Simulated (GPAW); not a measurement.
Consider AlAg (P-6m2).

```xyz
2
Lattice="2.9264 0.0000 0.0000 -1.4632 2.5343 0.0000 0.0000 0.0000 4.4276" Properties=species:S:1:pos:R:3 pbc="T T T"
Ag    1.4632    0.8448    0.0000
Al    0.0000    0.0000    2.2138
```

Absorber: atom 1, with 6 Al at 2.78 Å and 6 Ag at 2.93 Å (anticuboctahedral, as in hcp, site symmetry -6m2). Method: GPAW, LDA, excited-electron core hole (neutral cell), 16-atom cell with 6.7 Å between holes, 3×3×3 k points, dipole transitions, Gaussian full width 2.4 eV up to 4 eV, rising linearly to 3.5 eV at 25 eV.

Q: What does the Ag L₃ edge look like?

Main maxima up to 29 eV above the zero (height): 1.8 eV (0.98), 6.2 eV (1.10), 16.4 eV (1.16) and 27.4 eV (1.60). At an L edge the dipole rule selects empty d and s states; the absorber's d shell is nominally full, so the onset shows only d character mixed into the empty bands. 

The Ag L₃ spectrum (energy from the lowest empty level; intensity scaled to a mean of 1 over the first 20 eV; polarised curves are means over the symmetry-equivalent atoms):

```tsv
E (eV)	isotropic	ε ⊥ c	ε ∥ c
-2.0	0.03	0.03	0.04
-1.5	0.09	0.08	0.11
-1.0	0.20	0.18	0.25
-0.5	0.37	0.33	0.46
0.0	0.58	0.52	0.71
0.5	0.78	0.70	0.94
1.0	0.92	0.83	1.10
1.5	0.98	0.89	1.16
2.0	0.98	0.90	1.14
2.5	0.94	0.87	1.08
3.0	0.90	0.84	1.02
3.5	0.89	0.84	1.00
4.0	0.91	0.86	1.01
4.5	0.96	0.91	1.05
5.0	1.02	0.98	1.10
5.5	1.07	1.04	1.13
6.0	1.10	1.09	1.13
6.5	1.10	1.10	1.09
7.0	1.08	1.10	1.04
7.5	1.06	1.09	0.99
8.0	1.04	1.08	0.96
8.5	1.03	1.08	0.95
9.0	1.03	1.08	0.95
9.5	1.03	1.08	0.94
10.0	1.02	1.07	0.93
10.5	1.00	1.06	0.89
11.0	0.97	1.03	0.86
11.5	0.93	0.98	0.82
12.0	0.88	0.93	0.79
12.5	0.83	0.87	0.76
13.0	0.81	0.84	0.74
13.5	0.82	0.85	0.76
14.0	0.87	0.91	0.80
14.5	0.96	1.00	0.88
15.0	1.05	1.09	0.97
15.5	1.12	1.16	1.04
16.0	1.16	1.19	1.10
16.5	1.16	1.18	1.13
17.0	1.15	1.16	1.13
17.5	1.14	1.14	1.13
18.0	1.12	1.13	1.12
18.5	1.11	1.11	1.10
19.0	1.09	1.10	1.08
19.5	1.07	1.08	1.05
20.0	1.05	1.06	1.03
20.5	1.03	1.04	1.01
21.0	1.03	1.04	1.02
21.5	1.04	1.05	1.04
22.0	1.07	1.07	1.07
22.5	1.09	1.09	1.10
23.0	1.12	1.12	1.13
23.5	1.16	1.16	1.16
24.0	1.20	1.20	1.19
24.5	1.25	1.24	1.25
25.0	1.31	1.30	1.33
25.5	1.39	1.37	1.44
26.0	1.48	1.44	1.56
26.5	1.55	1.49	1.66
27.0	1.59	1.52	1.73
27.5	1.60	1.52	1.76
28.0	1.57	1.49	1.73
28.5	1.51	1.43	1.66
29.0	1.43	1.36	1.58
29.5	1.36	1.30	1.49
30.0	1.31	1.25	1.43
```

Only the L₃ part is meant: spin–orbit coupling of the core level isn't computed and the L₂ copy isn't added. The script folds with a Gaussian, whereas the core hole's own line is a Lorentzian, so the onset is too steep and the first peak too high. The mesh is coarse (0.36 Å⁻¹ between points), so small maxima may be mesh ripples. Lifetime broadening is put in by hand, and intensities beyond about 20 eV depend on it and on the partial waves. The structure is a computed Materials Project entry and may be a hypothetical form.

[Banner, clock and machine lines of the logs are left out without a mark of their own.]

[Logs are printed without paths, hosts, clocks, repeated set-up lines and the standing remarks that a program may print on its own settings, such as how far it seeks lower states.]

[Hosts, paths, dates, database ids (printed as entryN), source tags and the programs' standing remarks are cut or masked in the printed files.]

[Lists of maxima count a maximum above −3 eV only where it reaches 4 % of the highest in the window and stands out from its surroundings by 2 % of it (1.5 % where it reaches 55 %); shoulders and weaker maxima are passed over, and of the rest the first, up to two pre-edge ones and the few strongest are named.]
